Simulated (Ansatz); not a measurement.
# Fe wire along [100], 2 atoms a period: bands by functional and under strain, part 2 of 2

What gap, if any, does the Fe wire along [100], 2 atoms a period have, and how does it change with the functional and under strain?

Ansatz 0.2.0; DFT PBE, plane waves, PAW; relaxation of a wire's period (the session's first sound run).

So far, absolute moment (μB): step 2 (the relaxed wire, PBE) 6.60; step 3 (the wire at its relaxed period, PBE) 6.60; step 4 (another level of theory, level LDA, cutoff 420 eV, LDA PBE) 6.45; step 5 (levels at the same atoms, level PBEsol, cutoff 420 eV, PBEsol PBE) 6.58; step 6 (another level of theory, level r2SCAN, cutoff 500 eV, r2SCAN PBE) 7.21.

### 8. At a strained period, period over the relaxed period 0.94, k-mesh 1×1×26 (continued)

The electronic bands at the labelled points (eV, zero at the Fermi level):

```
  point  up 18  up 19  up 20  up 21  down 12  down 13  down 14  down 15
      Γ  -1.17  -1.06  -0.51   0.67    -0.56    -0.24     0.33     0.76
halfway  -1.67  -1.38   0.66   3.02    -0.51    -0.17    -0.15     0.31
      Z  -1.05   2.80   2.80   6.23    -1.17     1.06     1.06     1.10
```

Bands cross the Fermi level, as under PBE at the relaxed period, with an absolute moment of 6.43 μB a cell.

### 9. Strain along the wire, period over the relaxed period 1.1, k-mesh 1×1×22

The period is set to 1.1 times the relaxed one and the atoms relax within it: strain changes bond lengths and angles, which shifts the bands against each other. Against the first PBE run of this kind, the mesh along the wire has 22 points against 32.

The cell differs from the one that the last finished run ended in (c 2.375 → 2.780 Å).

Input file input.yaml:

```yaml
crystal:
  lattice:
    - [8.215, 0.0, 0.0]
    - [0.0, 8.215, 0.0]
    - [0.0, 0.0, 2.7795527289]
  atoms:
    - { symbol: Fe, position: [0.420409805, 0.420409805, 0.0], spin: 2.8 }
    - { symbol: Fe, position: [0.579590195, 0.579590195, 0.5], spin: 2.8 }
magnetization:
  spin_polarized: true
kpoints:
  mp_grid: { grid: [1, 1, 22] }
  band_path: { path: ["Γ", Z], npoints: 50 }
scf:
  occupations: { method: fermi_dirac, width: 0.05 }
hamiltonian:
  xc: pbe
relax:
  max_steps: 40
  f_tol: 0.02
output:
  stress: true
```

Started as:

```console
> ansatz run input.yaml --threads 8 --pin off --max-ram 16384MiB --backend cpu --events-out ev --progress --plain --runs-dir out
```

Run time: 5.1 s. Hardware: 8 threads of Arm Neoverse V1, shared host; peak memory 0.57 GiB.

Relaxation path:

```
step  energy less that of the first step (eV)  largest force component (eV/Å)
   1                                   0.0000                          0.4973
   2                                  -0.0213                          0.2235
   3                                  -0.0261                          0.0135
   4                                  -0.0261                          0.0134
```

The run keeps the 8 symmetry operations that it works with, so distortions that break them were not tested.

The atoms that moved most (Å):

```
atom      dx      dy     dz  length
 Fe1   0.025   0.025  0.000   0.035
 Fe2  -0.025  -0.025  0.000   0.035
```

Final coordinates:

```
Fe
1.0
     8.21500    0.00000    0.00000
     0.00000    8.21500    0.00000
     0.00000    0.00000    2.77955
Fe
2
Direct
  0.42340 0.42340 0.00000
  0.57660 0.57660 0.50000
```

Numbers from this step:

| Property | Result |
| --- | --- |
| energy at zero smearing | -8956.2825 eV |
| total moment | 6.527 μB |
| absolute moment | 6.818 μB |

The electronic bands at the labelled points (eV, zero at the Fermi level):

```
  point  up 18  up 19  up 20  up 21  down 12  down 13  down 14  down 15
      Γ  -1.53  -0.85  -0.57   0.90    -0.49    -0.29     0.74     0.77
halfway  -1.64  -1.24   0.48   2.55    -0.71    -0.19     0.05     0.88
      Z  -1.73   1.43   1.43   4.20    -0.85     0.76     0.76     1.03
```

Bands cross the Fermi level, as under PBE at the relaxed period, with an absolute moment of 6.82 μB a cell.

Between step 8 and this run (period over the relaxed period 1.1 and k-mesh 1×1×22) the value for the absolute moment moves from 6.43 μB to 6.82 μB (+6 %).

### 10. A varied input: basis.ecutrho_ratio = 9

This step: DFT LDA, plane waves, PAW; bands of a perfect wire at the PBE geometry; changed: basis.ecutrho_ratio = 9 (Ansatz 0.2.0).

The atoms of the band run (LDA) are kept and the input is varied, to see whether the result depends on it.

Input file input.yaml:

```yaml
crystal:
  lattice:
    - [8.215, 0.0, 0.0]
    - [0.0, 8.215, 0.0]
    - [0.0, 0.0, 2.5268661172]
  atoms:
    - { symbol: Fe, position: [0.420409805, 0.420409805, 0.0], spin: 2.8 }
    - { symbol: Fe, position: [0.579590195, 0.579590195, 0.5], spin: 2.8 }
magnetization:
  spin_polarized: true
kpoints:
  mp_grid: { grid: [1, 1, 24] }
  band_path: { path: ["Γ", Z], npoints: 50 }
scf:
  occupations: { method: fermi_dirac, width: 0.05 }
hamiltonian:
  xc: lda
basis:
  ecutrho_ratio: 9
```

Elapsed: 3 s, on 8 threads; peak memory 0.64 GiB.

Numbers from this step:

| Property | Result |
| --- | --- |
| energy at zero smearing | -8834.1868 eV |
| total moment | 6.299 μB |
| absolute moment | 6.443 μB |

It took 3 s against 2.8 s for the run it varies.

The total moment and absolute moment stay within 0.2 % plus 0.001 of the run it varies.

Against step 4 (now other density grid), the absolute moment goes from 6.45 to 6.44 μB and the free energy stays within 0.05 meV an atom. The absolute moment moves by under 1 % between these two settings.

### 11. The same system on other settings

This step: DFT LDA, plane waves, PAW; bands of a perfect wire at the PBE geometry; changed: scf.n_extra_bands = 2 (Ansatz 0.2.0).

Changes to input.yaml since step 10:

```diff
@@ -15,5 +15,4 @@
   occupations: { method: fermi_dirac, width: 0.05 }
+  n_extra_bands: 2
 hamiltonian:
   xc: lda
-basis:
-  ecutrho_ratio: 9
```

It took 0.1 s on 8 threads; peak memory 0.074 GiB.

The program refused the input before any cycle.

The program's message: “Error: inconsistent input (scf.n_extra_bands): n_bands = 18 cannot host the net starting moment |Σ_I m_I| = 5.6000 μB: with N_el = 32 the majority spin channel must hold (N_el + |M|)/2 = 18.8000 elect …”

### 12. Results

```json
{
 "cell length, PBE": "2.527 Å",
 "conductance, PBE": "2.51 G₀",
 "absolute moment, PBE": "6.60 μB",
 "absolute moment, LDA": "6.45 μB",
 "absolute moment, PBEsol": "6.58 μB",
 "absolute moment, r2SCAN": "7.21 μB",
 "gap, period scaled by 0.94": "none",
 "gap, period scaled by 1.1": "none"
}
```

Under PBE the cell's length is 2.53 Å, the absolute moment is 6.60 μB a cell, and it is a metal with 2 spin-up and 3 spin-down channels next to the Fermi level, 2.51 G₀ at 300 K. A perfect wire passes every open channel, so the conductance counts half a G₀ for each forward-moving state at the Fermi level, spin by spin. At the relaxed period it forms two rows 1.85 Å apart, with 2.24 Å between atoms of unlike rows and 2.53 Å along a row: a strip of triangles. Transport is coherent and elastic here: the atoms are frozen, so scattering by vibrations plays no part. In the perfect wire the moments were started parallel, and no opposed start was run. No search over magnetic orders was made; another may lie lower.

[Logs are printed without paths, hosts, clocks, repeated set-up lines and the standing remarks that a program may print on its own settings, such as how far it seeks lower states.]

[Hosts, paths, dates, database ids (printed as entryN), source tags and the programs' standing remarks are cut or masked in the printed files.]
